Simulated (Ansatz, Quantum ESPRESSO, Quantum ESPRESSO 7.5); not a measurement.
# Band edges of 2H-CrSSe, 1 layer under strain

Aim: band edges, gap and stiffness of 2H-CrSSe, 1 layer under biaxial strain.

Method: plane-wave DFT, PBE, GBRV ultrasoft pseudopotentials (geometry by Ansatz 0.2.0 with PAW datasets; geometry under PBE), in Quantum ESPRESSO 7.5.

### Step 1. The starting structure

The cell holds 3 atoms: 1 Se, 1 Cr and 1 S. Its edges and angles: a = 3.125 Å, b = 3.125 Å, c = 18.148 Å, α = 90.0°, β = 90.0°, γ = 120.0°. It derives from CrSSe. Vacuum lies along c.

This sheet is a model structure: its symmetry is held, and its stability is not tested here.

### Step 2. Relaxation with Ansatz

A relaxation in Ansatz fixes the structure of this slab for the runs on it.

The input, input.yaml:

```yaml
crystal:
  lattice:
    - [3.125, 0.0, 0.0]
    - [-1.5625, 2.7063293868, 0.0]
    - [0.0, 0.0, 18.1484613491]
  atoms:
    - { symbol: Se, position: [0.3333333333, 0.6666666667, 0.4132581741] }
    - { symbol: Cr, position: [0.0, 0.0, 0.5062898443] }
    - { symbol: S, position: [0.3333333333, 0.6666666667, 0.5867418259] }
kpoints:
  mp_grid: { grid: [12, 12, 1] }
hamiltonian:
  xc: pbe
scf:
  occupations: { method: fermi_dirac, width: 0.05 }
  convergence: { dr2_threshold: 1.0e-08 }
efield:
  axis: 3
  dipole_correction: true
  ramp_position: 0.97
  ramp_width: 0.04
relax:
  f_tol: 0.01
  cell: { fix: [c, alpha, beta] }
output:
  write_potential: true
  write_density: true
  volumetric_format: npy
```

On the command line:

```
> ansatz run input.yaml --threads 2 --pin off --max-ram 4096MiB --backend cpu --events-out ev --progress --plain --runs-dir out
```

Numbers of over 12 decimals in the logs are rounded to 6 here.

The program printed:

```text
Warning: relax.cell: scf.convergence.dr2_threshold = 1e-8 eV is looser than the 3e-10 eV advised for a relaxation that steers and ends on the stress (1e-10 eV for each atom of the cell: 3). What an SCF threshold leaves in a stress goes as its square root, and in the free energy as the threshold itself, and one threshold admits the most on a small cell: [figures from the program's tests cut] Set scf.convergence.dr2_threshold to 3e-10 eV or tighter. The threshold is an SCF's pass mark: one that does not reach it within its budget of iterations ends unconverged, or closes short of it on a stop that the run arms, and scf.convergence.dr2_threshold's page says what that costs each kind of run
Engine: ansatz 0.2.0, aarch64-unknown-linux-gnu
Pseudopotentials: kind: paw
Pseudopotential: Se, paw, valence charge 16, recommended cutoff 420 eV (normal), Se.paw.azcp
Pseudopotential: Cr, paw, valence charge 14, recommended cutoff 420 eV (normal), Cr.paw.azcp
Pseudopotential: S, paw, valence charge 6, recommended cutoff 420 eV (normal), S.paw.azcp
Functional definition: PBE
  parameter kappa = 0.804
  parameter beta = 0.066725
  exchange = pbe_x(kappa = kappa, mu = beta*pi^2/3)
  correlation = pbe_c(beta = beta)
Crystal: 3 atoms, lattice volume = 153.487 Å³
Basis set: ecut = 420 eV, 3001 PW (Γ), exchange–correlation on 48×48×250 points (8 copies of the dense FFT grid, shifted against one another)
Bands: 22, of which v1, the nominal top of the filled ones, is band 18 counted from 1 (17 counted from 0)
Symmetry: 6 space group operations
Space group: P3m1 (ITA 156), of the structure as read, at distance tolerance 5.4e-5 Å
k-points: 19 of 144 (time reversal used)
Non-local potential: Se, projectors of the file, l = 0: 2, l = 1: 2, l = 2: 3, l = 3: 1
Non-local potential: Cr, projectors of the file, l = 0: 3, l = 1: 2, l = 2: 3, l = 3: 1
Non-local potential: S, projectors of the file, l = 0: 2, l = 1: 2, l = 2: 2
PAW form: soft (Blöchl's): semilocal exchange-correlation on the pseudo side does not see the compensation charge
PAW one-centre angular grid: Se, 590 points (default); XC on 64 Gauss nodes
PAW one-centre angular grid: Cr, 590 points (default); XC on 64 Gauss nodes
PAW one-centre angular grid: S, 110 points (default); XC on 64 Gauss nodes
Initial density: superposition of atomic densities (neutral atoms: chi_scale 0, normalization atom), corrected by the library's trained network
Initial wavefunctions: pseudopotential atomic-orbital guess
Functional: x = pbe(κ = 0.804, μ = 0.219515), c = pbe(β = 0.066725)
SCF iter   1: F=—  HF=-9750.557778 eV  |F-HF|=—  |Δ(HF+E_count)|=         —  Δρ=4.66e-3  dr2=1.53e-1  ethr=1.77e-3  p=-0.063 e·Å  D=-7.38e-2 V/Å  ΔV_dip=1.34 eV  dr2_dipole=4.04e-2  V_vac-E_F(+/−)=5.54/4.20 eV  ⟨swp⟩=8.4  Hψ=2218  notcnv=0
efield: sawtooth ramp at fractional position 0.9700 (set: `efield.ramp_position`, or a place that a band, a saddle search or an elastic batch's reference lends), width 0.0400; the density the first Hamiltonian is built on has a dipole p = -0.063 e·Å; the dipole correction subtracts the counter field D = -7.38e-2 V/Å, which shifts the + side's vacuum level by +1.34 eV against the − side's; the planar-averaged density in the ramp window peaks in size at 4.2e-5 e/Å³
preconditioner: auto → none  [insulator: Δε(μ)=0.917 eV  Ē_g=6.882 eV  σ=0.050 eV  W_gap=1.00  n_scr=12 (ndim 8)  ℏωp=12.7 eV  f_vac=0.633  D(μ)=0.00/eV (n_scr^D=0)  ε∞_Penn≈4.4]
SCF iter   2: F=—  HF=-9751.029603 eV  |F-HF|=—  |Δ(HF+E_count)|=   4.72e-1  Δρ=2.68e-2  dr2=5.81e0  ethr=4.25e-4  p=0.068 e·Å  D=8.05e-2 V/Å  ΔV_dip=-1.46 eV  dr2_dipole=1.43e0  V_vac-E_F(+/−)=4.70/6.16 eV  ⟨swp⟩=4.5  Hψ=1069  notcnv=0  recentre
SCF iter   3: F=—  HF=-9750.546801 eV  |F-HF|=—  |Δ(HF+E_count)|=   4.83e-1  Δρ=3.27e-3  dr2=2.29e-2  ethr=4.25e-4  p=-0.047 e·Å  D=-5.53e-2 V/Å  ΔV_dip=1.00 eV  dr2_dipole=1.68e-3  V_vac-E_F(+/−)=5.42/4.42 eV  ⟨swp⟩=3.7  Hψ=808  notcnv=0
SCF iter   4: F=—  HF=-9750.546800 eV  |F-HF|=—  |Δ(HF+E_count)|=   1.18e-6  Δρ=1.92e-3  dr2=6.75e-3  ethr=6.35e-5  p=-0.046 e·Å  D=-5.37e-2 V/Å  ΔV_dip=0.97 eV  dr2_dipole=4.96e-4  V_vac-E_F(+/−)=5.51/4.53 eV  ⟨swp⟩=2.0  Hψ=649  notcnv=0
SCF iter   5: F=—  HF=-9750.547685 eV  |F-HF|=—  |Δ(HF+E_count)|=   8.85e-4  Δρ=8.44e-4  dr2=8.64e-4  ethr=1.88e-5  p=-0.042 e·Å  D=-5.01e-2 V/Å  ΔV_dip=0.91 eV  dr2_dipole=1.08e-9  V_vac-E_F(+/−)=5.48/4.57 eV  ⟨swp⟩=1.4  Hψ=435  notcnv=0
SCF iter   6: F=—  HF=-9750.548149 eV  |F-HF|=—  |Δ(HF+E_count)|=   4.64e-4  Δρ=2.94e-4  dr2=7.71e-5  ethr=2.40e-6  p=-0.042 e·Å  D=-4.91e-2 V/Å  ΔV_dip=0.89 eV  dr2_dipole=1.33e-7  V_vac-E_F(+/−)=5.48/4.59 eV  ⟨swp⟩=2.0  Hψ=550  notcnv=0
SCF iter   7: F=—  HF=-9750.548241 eV  |F-HF|=—  |Δ(HF+E_count)|=   9.21e-5  Δρ=8.80e-5  dr2=5.70e-5  ethr=2.14e-7  p=-0.041 e·Å  D=-4.85e-2 V/Å  ΔV_dip=0.88 eV  dr2_dipole=4.80e-6  V_vac-E_F(+/−)=5.49/4.61 eV  ⟨swp⟩=3.1  Hψ=910  notcnv=0
SCF iter   8: F=—  HF=-9750.548231 eV  |F-HF|=—  |Δ(HF+E_count)|=   1.01e-5  Δρ=3.72e-5  dr2=3.70e-6  ethr=1.58e-7  p=-0.041 e·Å  D=-4.85e-2 V/Å  ΔV_dip=0.88 eV  dr2_dipole=4.92e-7  V_vac-E_F(+/−)=5.48/4.60 eV  ⟨swp⟩=2.0  Hψ=492  notcnv=0
SCF iter   9: F=—  HF=-9750.548132 eV  |F-HF|=—  |Δ(HF+E_count)|=   9.89e-5  Δρ=2.63e-5  dr2=1.36e-6  ethr=1.03e-8  p=-0.041 e·Å  D=-4.84e-2 V/Å  ΔV_dip=0.88 eV  dr2_dipole=1.57e-8  V_vac-E_F(+/−)=5.48/4.61 eV  ⟨swp⟩=2.0  Hψ=534  notcnv=0
SCF iter  10: F=—  HF=-9750.548132 eV  |F-HF|=—  |Δ(HF+E_count)|=   9.88e-8  Δρ=4.33e-6  dr2=3.07e-8  ethr=3.79e-9  p=-0.041 e·Å  D=-4.83e-2 V/Å  ΔV_dip=0.88 eV  dr2_dipole=1.60e-9  V_vac-E_F(+/−)=5.48/4.61 eV  ⟨swp⟩=1.6  Hψ=439  notcnv=0
SCF iter  11: F=-9750.548132 eV  HF=-9750.548132 eV  |F-HF|=1.03e-8  |Δ(HF+E_count)|=   2.19e-9  Δρ=1.18e-6  dr2=8.39e-9  ethr=2.78e-11  p=-0.041 e·Å  D=-4.84e-2 V/Å  ΔV_dip=0.88 eV  dr2_dipole=2.38e-9  V_vac-E_F(+/−)=5.48/4.61 eV  ⟨swp⟩=9.9  Hψ=2731  notcnv=0
SCF 1 converged in 11 iterations: F = -9750.548132 eV  dr2 = 8.39e-9
  greatest PAW one-centre occupation: 1.000 electrons in one spin orbital (limit 2), on the Cr atom at site 1 (counted from 0), in its partial waves of l = 0
relax step   1: F+E_penalty+E_count = -9750.54813236 eV  Δ(F+E_penalty+E_count) = +0.000e0 eV  max|allowed force component| = 9.459e-1 eV/Å  Δτ_max = 0.0000 Å  P = -1.335 GPa  Ω = 153.487 Å³  fix = [c, alpha, beta]  reactions: c -2.620 GPa  (11 SCF iters, accepted)
Crystal: 3 atoms, lattice volume = 156.785 Å³
[...]
SCF 3 converged in 9 iterations: F = -9750.594909 eV  dr2 = 9.61e-9
relax step   3: F+E_penalty+E_count = -9750.59490888 eV  Δ(F+E_penalty+E_count) = -1.199e-2 eV  max|allowed force component| = 4.665e-2 eV/Å  Δτ_max = 0.0282 Å  P = -0.145 GPa  Ω = 154.064 Å³  energy of the carried Pulay correction = -2.856e-5 eV  fix = [c, alpha, beta]  reactions: c -0.142 GPa  (9 SCF iters, accepted)
[...]
relax step   4: F+E_penalty+E_count = -9750.59517381 eV  Δ(F+E_penalty+E_count) = -2.649e-4 eV  max|allowed force component| = 1.790e-2 eV/Å  Δτ_max = 0.0013 Å  P = -0.028 GPa  Ω = 153.706 Å³  energy of the carried Pulay correction = -1.089e-5 eV  fix = [c, alpha, beta]  reactions: c -0.032 GPa  (8 SCF iters, accepted)
[...]
relax step   5: F+E_penalty+E_count = -9750.59518590 eV  Δ(F+E_penalty+E_count) = -1.209e-5 eV  max|allowed force component| = 1.524e-2 eV/Å  Δτ_max = 0.0009 Å  P = +0.002 GPa  Ω = 153.643 Å³  energy of the carried Pulay correction = -7.750e-6 eV  fix = [c, alpha, beta]  reactions: c +0.004 GPa  (7 SCF iters, accepted)
[...]
relax step   6: F+E_penalty+E_count = -9750.59519100 eV  Δ(F+E_penalty+E_count) = -5.094e-6 eV  max|allowed force component| = 1.463e-4 eV/Å  Δτ_max = 0.0004 Å  P = -0.001 GPa  Ω = 153.641 Å³  energy of the carried Pulay correction = -7.645e-6 eV  fix = [c, alpha, beta]  reactions: c -0.001 GPa  (6 SCF iters, accepted)
Initial wavefunctions: pseudopotential atomic-orbital guess (no wavefunctions were taken with the density)
iter 1 solved again at ethr=7.07e-7 eV; its pass at ethr=3.10e-3 eV (dr2=2.54e-4 eV) is discarded
SCF iter   1: F=—  HF=-9750.595139 eV  |F-HF|=—  |Δ(HF+E_count)|=         —  Δρ=1.87e-5  dr2=2.60e-8  ethr=7.07e-7  p=-0.039 e·Å  D=-4.62e-2 V/Å  ΔV_dip=0.84 eV  dr2_dipole=1.16e-11  V_vac-E_F(+/−)=5.54/4.70 eV  ⟨swp⟩=3.9  Hψ=3460  notcnv=0
efield: sawtooth ramp at fractional position 0.9700 (set: `efield.ramp_position`, or a place that a band, a saddle search or an elastic batch's reference lends), width 0.0400; the density the first Hamiltonian is built on has a dipole p = -0.039 e·Å; the dipole correction subtracts the counter field D = -4.62e-2 V/Å, which shifts the + side's vacuum level by +0.84 eV against the − side's; the planar-averaged density in the ramp window peaks in size at 7.6e-6 e/Å³
eigensolver tolerance schedule: the retry pair's looser diagonalisation over-reported the residual by 9782.45 of it (diagonalisation noise at an unbounded share of the residual, at the tolerance the schedule requests for it); recorded, not acted on — ethr = c·dr2/N_el stays at c = 1.0e-1
SCF iter   2: F=—  HF=-9750.595162 eV  |F-HF|=—  |Δ(HF+E_count)|=   2.32e-5  Δρ=1.41e-5  dr2=3.03e-7  ethr=7.23e-11  p=-0.039 e·Å  D=-4.62e-2 V/Å  ΔV_dip=0.84 eV  dr2_dipole=1.47e-10  V_vac-E_F(+/−)=5.54/4.70 eV  ⟨swp⟩=4.1  Hψ=1149  notcnv=0
SCF iter   3: F=—  HF=-9750.595169 eV  |F-HF|=—  |Δ(HF+E_count)|=   7.09e-6  Δρ=9.96e-6  dr2=8.47e-8  ethr=7.23e-11  p=-0.039 e·Å  D=-4.62e-2 V/Å  ΔV_dip=0.84 eV  dr2_dipole=6.51e-10  V_vac-E_F(+/−)=5.54/4.70 eV  ⟨swp⟩=2.2  Hψ=660  notcnv=0
SCF iter   4: F=—  HF=-9750.595182 eV  |F-HF|=—  |Δ(HF+E_count)|=   1.30e-5  Δρ=5.08e-6  dr2=2.83e-8  ethr=7.23e-11  p=-0.039 e·Å  D=-4.62e-2 V/Å  ΔV_dip=0.84 eV  dr2_dipole=7.11e-9  V_vac-E_F(+/−)=5.54/4.70 eV  ⟨swp⟩=2.6  Hψ=579  notcnv=0
SCF iter   5: F=-9750.595197 eV  HF=-9750.595186 eV  |F-HF|=1.05e-5  |Δ(HF+E_count)|=   4.50e-6  Δρ=3.62e-6  dr2=3.61e-9  ethr=2.78e-11  p=-0.039 e·Å  D=-4.62e-2 V/Å  ΔV_dip=0.84 eV  dr2_dipole=5.86e-10  V_vac-E_F(+/−)=5.54/4.70 eV  ⟨swp⟩=8.6  Hψ=2834  notcnv=0
SCF 7 converged in 5 iterations: F = -9750.595197 eV  dr2 = 3.61e-9
relax step   7: F+E_penalty+E_count = -9750.59519688 eV  Δ(F+E_penalty+E_count) = -5.878e-6 eV  max|allowed force component| = 1.609e-4 eV/Å  Δτ_max = 0.0000 Å  P = +0.000 GPa  Ω = 153.641 Å³  fix = [c, alpha, beta]  reactions: c -0.000 GPa  stress off target by 2.67e-4 GPa on what of the cell is left free  SCF on the basis re-selected at this cell (its energy is not comparable with the rows above)  (5 SCF iters)
basis re-selected at this cell: Δ(F+E_penalty+E_count) = -5.878e-6 eV, ΔP = +0.001 GPa vs the last step (what re-selecting the basis moved, of the pressure what is left beyond the Pulay correction that the steps carried, after the strain that the cell walked since its last selection, with what the two solves' SCF thresholds leave and, on support functions, any second-order correction that the steps lacked; it is no m [...]
WARN: The output density's exchange-correlation potential varies sharply where the density is thin. Do not read a vacuum level from v_tot or v_xc, or from such a field of the output density. On a cell that repeats whose density bears no net charge and no dipole along the vacuum's axis use v_es (v_loc + v_h of the components); under efield.dipole_correction with no amplitude use v_es + v_field, which holds any externa [...]
SCF converged after 5 iterations
Free energy (F): -9750.595197 eV
Harris-Foulkes:  -9750.595186 eV  (|F-HF|=1.05e-5)
Internal energy: -9750.595178 eV  (E = F + TS)
E sigma→0 (E₀):  -9750.595188 eV
Entropy (-TS):   -0.000019 eV (-0.006 meV/atom)
Fermi energy:    0.346269 eV
Dipole field:    D = -0.046188 V/Å  (p = -0.039217 e·Å, saw-weighted, corrected)
Work function:   Φ+ = 5.5378 eV   Φ− = 4.6995 eV
Levels:          The Fermi level and band energies are counted from a zero that moves with the ramp; work functions are not
--- Per-component energies (eV) ---
  E_band       = -968.669667
  E_kinetic    = 569.744145
  E_local      = -28529.975428  (includes V_loc(G=0)·N_el)
  E_nonlocal   = -488.342131
  E_hartree    = 13935.195714
  E_xc         = -341.680973
  E_vxc        = -364.739750  (∫ρ·V_xc dr)
  E_paw        = -3706.542140  (= ΣΔE_a)
  E_vpaw       = -25.424109  (= ΣTr[D̂ρ^β])
  E_aug_tail   = -0.000206  (compensation charges beyond the density's cutoff)
  E_efield     = 0.000906  (sawtooth field / dipole correction)
  E_vefield    = -0.326730  (∫n·V_field dr)
  E_ewald      = 8811.004936
  E_smearing   = -0.000019  (= −TS)
  E_closure    = -0.000000  (closes the sum)
  Σ components = -9750.595197   (vs F -9750.595197, Δ=0.00e0)
--- Forces (eV/Å), atoms counted from 1 ---
  atom   1  Se     0.00000000     0.00000000     0.00015816
  atom   2  Cr     0.00000000    -0.00000000    -0.00013066
  atom   3  S      0.00000000     0.00000000    -0.00003573
  max |Σ_I F_I| component: 8.22e-6 eV/Å
--- Stress (GPa, compression-positive) ---
        0.000267       0.000000      -0.000000
        0.000000       0.000267       0.000000
       -0.000000       0.000000      -0.000235
  P = ⅓ Tr σ = 0.0001 GPa (0.001 kbar)
--- Band table (eV; the first three rows and the last of 19) ---
  k-point 0: bands = [... 14 lower, -2.0383, -1.0054, -1.0054, -0.0939, 2.6161, 2.6161, 3.0093, 3.0093]
  k-point 1: bands = [... 14 lower, -1.9968, -1.1099, -1.0573, -0.1131, 2.3378, 2.4953, 2.6014, 2.9036]
  k-point 2: bands = [... 14 lower, -1.9306, -1.3121, -1.2507, -0.2459, 1.6630, 1.9780, 2.2772, 2.9252]
  k-point 18: bands = [... 14 lower, -3.5032, -3.5007, -1.7526, -0.1163, 0.7369, 1.7933, 1.9165, 3.2965]
--- Relaxed structure (6 steps of the walk, 6 accepted, 1 SCFs on fresh bases) ---
  F+E_penalty+E_count = -9750.59519688 eV   max|allowed force component| = 1.609e-4 eV/Å   (the final SCF, on the basis selected at the relaxed cell)
  cell:  # Å, volume = 153.6409 Å³
    - [3.126570, 0, 0]
    - [-1.563285, 2.707689, 0]
    - [0, 0, 18.1484613491]
  atoms:
    - { symbol: Se, position: [0.333333, 0.666667, 0.416620] }
    - { symbol: Cr, position: [-1.6651219766797099e-19, -3.700743415524894e-17, 0.505515] }
    - { symbol: S, position: [0.333333, 0.666667, 0.584154] }
```

Wall time 18 s (2 threads of Arm Neoverse V2, shared host); peak memory 0.42 GiB; 35 s of CPU time.

The steps of the relaxation:

```csv
step,energy less that of the first step (eV),largest force component (eV/Å),pressure (GPa),volume (Å³)
1,0.0000,0.9459,-1.33,153.49
2,-0.0348,0.2998,-0.05,156.79
3,-0.0468,0.0466,-0.14,154.06
4,-0.0470,0.0179,-0.03,153.71
5,-0.0471,0.0152,0.00,153.64
6,-0.0471,0.0001,0.00,153.64
7*,-0.0471,0.0002,0.00,153.64
```

Relaxation steps marked * repeat the geometry before them on a plane-wave basis chosen anew for their cell, so energy and pressure can jump there.

```csv
cell as run,before,after,change
a (Å),3.125,3.127,+0.1 %
b (Å),3.125,3.127,+0.1 %
```

The atoms that moved most (Å, along periodic axes as changes of fractional coordinates times the final cell, across vacuum about the mean position):

```csv
atom,dx,dy,dz,length
Se1,0.000,0.000,0.061,0.061
S3,0.000,0.000,-0.047,0.047
Cr2,0.000,0.000,-0.014,0.014
```

The relaxed structure:

```xyz
3
Lattice="3.1266 0.0000 0.0000 -1.5633 2.7077 0.0000 0.0000 0.0000 18.1485" Properties=species:S:1:pos:R:3
Se    0.0000    1.8051    7.5610
Cr    0.0000    0.0000    9.1743
S     0.0000    1.8051   10.6015
```

This step gave:

* free energy: -9750.5952 eV
* Fermi energy: 0.3463 eV
* gap by band count: 0.8308 eV
* symmetry operations: 6
* dipole along the normal: -0.03922 e·Å
* vacuum level at the upper face over a Fermi level inside the gap: 5.538 eV
* vacuum level at the lower face over a Fermi level inside the gap: 4.700 eV

(Continued in part 2 of 2.)

[Logs are printed without paths, hosts, clocks, repeated set-up lines and the standing remarks that a program may print on its own settings, such as how far it seeks lower states.]

[Hosts, paths, dates, database ids (printed as entryN), source tags and the programs' standing remarks are cut or masked in the printed files.]

[Maps of the electrostatic potential energy from Ansatz leave out the sawtooth potential of an applied field or a dipole correction, so their vacuum need not be flat; planar profiles and work functions include it.]
